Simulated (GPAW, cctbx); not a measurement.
## How far are the atoms of Ge3PdPb from free atoms?

Question: by how much does bonding change the X-ray structure factors of Ge3PdPb, how firmly does DFT give the change, and what does a routine refinement make of it?

The cell comes from substitution in a known structure type and wasn't matched to any measured phase. All numbers below are calculated.

### 1. Find the equilibrium geometry

The density hangs on the geometry, so cell and atoms are relaxed first, with the symmetry held. The cutoff is set higher than for the density because stress converges slowly with plane waves.

Settings: GPAW 26.7.0, PBE, 570 eV, 5×5×5 k-points, Fermi–Dirac width 0.1 eV, BFGS to 0.03 eV/Å.

```text
cell
1.0
     4.312000000    0.000000000    0.000000000
     0.000000000    4.312000000    0.000000000
    -2.156000000   -2.156000000    4.848000000
Pb Pd Ge
1 1 3
Direct
0.992600000 0.992600000 0.985200000
0.649700000 0.649700000 0.299400000
0.408900000 0.408900000 0.817800000
0.261700000 0.761700000 0.523400000
0.761700000 0.261700000 0.523400000
```

```console
$ OMP_NUM_THREADS=1 mpirun -n 4 gpaw python run.py > gpaw.log
```

```text
BFGS:    0      -20.459854        2.427104
BFGS:    1      -20.669799        2.123816
BFGS:    2      -21.244274        0.990661
BFGS:    3      -21.388681        0.343531
...
BFGS:   19      -21.587175        0.116749
BFGS:   20      -21.587574        0.077354
BFGS:   21      -21.587901        0.020926
cell  4.3054 4.3054 6.4217  109.59 109.59 90.00
volume 104.809 A^3, largest force 0.018 eV/A, largest stress 0.11 GPa
```

The cell moved far, while the k-mesh and basis were chosen for the start, so the final shape may be somewhat biased.

After 21 steps the volume has changed by +16.3 % and the energy by -1.128 eV; the largest stress left is 0.11 GPa. It took 3.1 min on 4 cores of AMD EPYC 9R14 (Zen 4) (shared host), peak memory 1.5 GiB.

Relaxed structure: I4mm (no. 107), a = 4.3054 Å, b = 4.3054 Å, c = 11.3084 Å, α = 90.00°, β = 90.00°, γ = 90.00°.

```
atom  mult.    x    y       z
 Pb1      2    0    0  0.0233
 Pd1      2  1/2  1/2  0.1287
 Ge1      2    0    0  0.4055
 Ge2      4    0  1/2  0.2585
```

### 2. The all-electron density

X-rays see the whole electron density, so the PAW density is rebuilt with its core regions. Subtracting spherical free atoms from the same code cancels the cores and leaves the deformation density Δρ, the part due to bonding.

Settings: PBE, 450 eV, 6×6×6 k-points, Fermi–Dirac width 0.1 eV; primitive cell of 5 atoms.

```console
$ OMP_NUM_THREADS=1 mpirun -n 4 gpaw python run.py > gpaw.log
```

```text
|iter:   1|       0s |  -25.315523 | +0.24 |       |
|iter:   2|       1s |  -22.723571 | -1.09 | -0.92 |
|iter:   3|       2s |  -21.723095 | -1.23 | -1.13 |
...
|iter:   9|       5s |  -21.507724c| -6.06 | -3.65 |
|iter:  10|       6s |  -21.507723c| -7.10 | -4.18c|
|iter:  11|       6s |  -21.507725c| -7.68c| -4.55c|
```

```text
gpts.py:43: UserWarning: Initial realspace grid (24,24,32) inconsistent with symmetries.
gpts.py:43: UserWarning: Initial realspace grid (24,24,32) inconsistent with symmetries.
gpts.py:43: UserWarning: Initial realspace grid (24,24,32) inconsistent with symmetries.
gpts.py:43: UserWarning: Initial realspace grid (24,24,32) inconsistent with symmetries.
gpts.py:70: UserWarning: Using symmetrized grid: (32,32,32).
gpts.py:70: UserWarning: Using symmetrized grid: (32,32,32).
gpts.py:70: UserWarning: Using symmetrized grid: (32,32,32).
gpts.py:70: UserWarning: Using symmetrized grid: (32,32,32).
grid (64, 64, 64)  electrons 224.000  moved by bonding 0.978 e
deformation density beyond 0.5 A of the nuclei: max 0.085, min -0.214 e/A^3
atom        x       y       z   Voronoi charge  moment
Pb1    0.0233  0.0233  0.0466      0.177       0.00
Pd2    0.6287  0.6287  0.2573      0.130       0.00
Ge3    0.4055  0.4055  0.8109     -0.149       0.00
Ge4    0.7585  0.2585  0.5170     -0.079       0.00
Ge5    0.2585  0.7585  0.5170     -0.079       0.00
mean inner potential of superposed free atoms 19.716 V
total magnetic moment 0.000 muB
```

Deformation density in a plane through the shortest contact of the Pd atom at the origin, in 0.01 e/Å³ (clipped at ±99); x from -1.6 to 4.1 Å, y from 2.4 down to -2.4 Å:

```text
  .   .  -2   1   1   1   0   0  -1  -1   0   1   2   0  -3   .
  .   .  -3   0   1   1   0   0  -1  -1   0   1   1   0  -2   .
 -3  -3   1   4   3   2   1   1   0   0   0   1   3   3  -1  -3
 -1   3   7   6   3   1   2   2   2   0   0   1   4   6   3  -2
  1   4   4  -4 -10  -9  -3   3   4   1  -2  -3   1   4   3   0
  1   2  -6 -20   . -19 -12   3   7   2  -2   .  -4  -1   1   0
  1   1 -10  -7   .   . -13   2   8   2   .   .  -3  -3   0   0
  1   2  -6 -21   . -19 -12   3   7   2  -2   .  -4  -1   1   0
  1   4   4  -4 -10  -9  -3   3   4   1  -2  -3   1   4   3   0
 -1   3   7   6   3   1   2   2   2   0   0   1   4   6   3  -2
 -3  -3   1   4   3   2   1   1   0   0   0   1   3   3  -1  -3
  .   .  -3   0   1   1   0   0  -1  -1   0   1   1   0  -2   .
  .   .  -2   1   1   1   0   0  -1  -1   0   1   2   0  -3   .
```

Atoms in or within 0.15 Å of the plane: Pd (0.0, 0.0), Ge (2.5, 0.0), Ge (-1.5, 2.1), Ge (-1.5, -2.1) Å. Dots mark points within about 0.45 Å of a nucleus; large values next to them are atomic features.

Ge gains most (-0.10 e) and Pb loses most (+0.18 e), in averages over each element's sites, which isn't the order of electronegativity: valence and coordination count too, and Voronoi cells cut space at the midplane whatever the atoms' sizes. Such charges fall far short of formal ones, since overlapping free atoms already put density on their neighbours. Along the shortest contact from the Pd atom at the map's origin, Pd–Ge at 2.52 Å, Δρ is +0.08 e/Å³ at the midpoint and highest, +0.09, 1.39 Å from Pd (points within 0.5 Å of a nucleus left out): a modest build-up. At the midpoints of other shortest contacts it is +0.06 (Ge–Ge, 2.72 Å), +0.02 (Pb–Pd, 3.27 Å) and +0.01 (Pb–Ge, 3.32 Å) e/Å³. Point values carry grid noise of about 0.01 e/Å³. The run needed 11 iterations, 14 s.

### 3. Structure factors

The Fourier components of Δρ, added to those of the free atoms, give the static X-ray structure factors; the Mott–Bethe relation turns them into the Fourier components V of the potential that fast electrons feel.

```text
static structure factors of the conventional cell: F in electrons, V (Mott-Bethe) in volts
   h  k  l      d  |F| table  |F| free   |F| DFT   change   |V| free  |V| DFT  change %
   0  0  2  5.6542    80.956    80.700    80.293   -0.407     1.554    1.819     17.0
   1  0  1  4.0236    45.144    45.110    45.036   -0.074     0.388    0.445     14.8
   1  1  0  3.0444   170.072   169.754   169.153   -0.601     4.508    4.630      2.7
   1  0  3  2.8361   208.245   208.106   207.916   -0.190     5.990    6.024      0.6
   0  0  4  2.8271   121.694   121.799   122.162    0.363     3.189    3.124     -2.0
   1  1  2  2.6805   267.024   266.972   266.774   -0.198     8.022    8.052      0.4
   2  0  0  2.1527   350.943   350.632   349.824   -0.807     9.866    9.948      0.8
   1  1  4  2.0716    88.833    88.589    87.726   -0.863     3.627    3.710      2.3
   2  0  2  2.0118    69.161    69.302    69.141   -0.161     1.288    1.318      2.3
   1  0  5  2.0022   239.432   239.270   238.545   -0.725     6.153    6.216      1.0
   2  1  1  1.8981    42.727    42.831    43.205    0.374     0.346    0.339     -2.0
   0  0  6  1.8847    45.605    45.323    45.015   -0.308     1.813    1.862      2.7
   2  1  3  1.7147   179.081   178.982   178.677   -0.304     4.064    4.084      0.5
   2  0  4  1.7127   108.248   108.083   108.322    0.239     2.048    2.033     -0.8
```

The largest X-ray change is -0.86 e on 114, 1.0 % of |F|. For electrons V goes as (Z − F)/g², so a change of F counts against Z − F, which is small at low angle and wherever the atoms' terms cancel: |V| of 002 moves by +17.0 % (1.55 to 1.82 V) against -0.5 % in |F|. The last three rows still change by up to 0.31 e; the table stops while the angles are still low. The tabulated Hartree–Fock atoms differ from the free DFT atoms by up to 0.32 e, so the choice of reference atom matters too.

### 4. Convergence

Cutoff and k-mesh: one is changed at a time, to find what the result needs.

| run | ΔF 114 (e) | ΔF 200 (e) | ΔF 105 (e) | q(Ge) (e) | moved (e) | time |
| --- | --- | --- | --- | --- | --- | --- |
| 450 eV 6×6×6 | -0.863 | -0.807 | -0.725 | -0.102 | 0.978 | 14 s |
| 250 eV 6×6×6 | -0.880 | -0.826 | -0.737 | -0.100 | 1.051 | 9.2 s |
| 350 eV 6×6×6 | -0.866 | -0.816 | -0.730 | -0.098 | 0.983 | 12 s |
| 750 eV 6×6×6 | -0.865 | -0.812 | -0.723 | -0.098 | 0.979 | 30 s |
| 450 eV 2×2×2 | -0.860 | -0.887 | -0.719 | -0.115 | 1.001 | 8.4 s |
| 450 eV 3×3×3 | -0.907 | -0.711 | -0.738 | -0.109 | 0.990 | 8.1 s |

Within 0.02 e of the base on all three: 250 eV 6×6×6, 350 eV 6×6×6 and 750 eV 6×6×6. The largest error, 0.096 e, comes with 450 eV 3×3×3. Times are from shared hosts.

### 5. What a spherical-atom refinement makes of it

Routine crystallography fits spherical atoms. To see the bias, intensities are simulated from tabulated atoms plus the DFT change ΔF, so that bonding alone can misfit (3542 reflections of the full sphere, merged to the counts below, to 0.5 Å, 1.5 % proportional noise plus counting noise, assumed isotropic U as listed, Δρ smeared by the mean U) and refined with cctbx over different ranges.

| range | data | R1 | GooF | U Pb1 (true 0.0031) | U Pd1 (true 0.0039) | U Ge1 (true 0.0045) | U Ge2 (true 0.0045) | largest shift (Å) | Δρ max, min (e/Å³) |
| --- | --- | --- | --- | --- | --- | --- | --- | --- | --- |
| all data | 582 | 0.0044 | 0.99 | 0.0031 | 0.0039 | 0.0045 | 0.0045 | 0.0001 | 0.41, -0.55 |
| low resolution, d > 0.84 | 142 | 0.0042 | 1.12 | 0.0031 | 0.0037 | 0.0046 | 0.0045 | 0.0005 | 0.22, -0.18 |
| high order, d < 0.75 | 387 | 0.0046 | 0.93 | 0.0031 | 0.0039 | 0.0046 | 0.0045 | 0.0005 | 0.26, -0.33 |
| occupancies free, d > 0.7 | 235 | 0.0042 | 1.05 | 0.0031 | 0.0038 | 0.0045 | 0.0044 | 0.0003 | 0.34, -0.30 |

With all data GooF is 0.99, so at this noise the bonding hardly shows; the top residual peak lies 1.50 Å from Ge and 2.15 Å from Pd. No U is off by more than 3 s.u. at low resolution. With Pb1 held at 1 and the scale free, the other occupancies refine to Pd1 1.000(0.003), Ge1 1.000(0.004) and Ge2 1.000(0.002), within three s.u. of full.

### 6. Answer

Bonding moves 0.98 e in the primitive cell of Ge3PdPb and changes the structure factors of the conventional cell in the table above by at most 0.86 e (114, 1.0 %). The shortest bond, Pd–Ge, has Δρ = +0.08 e/Å³ at its midpoint. Within 0.02 e of the base on all three: 250 eV 6×6×6, 350 eV 6×6×6 and 750 eV 6×6×6. The largest error, 0.096 e, comes with 450 eV 3×3×3. With all data GooF is 0.99, so at this noise the bonding hardly shows. Limits: static density, frozen cores, no spin–orbit coupling.

[Outputs are excerpts: Python notices, other lines and further rows are left out; steps that failed or that the build refused (PBEsol, TPSS) are not shown.]

[Logs are printed without paths, hosts, clocks, repeated set-up lines and the standing remarks that a program may print on its own settings, such as how far it seeks lower states.]
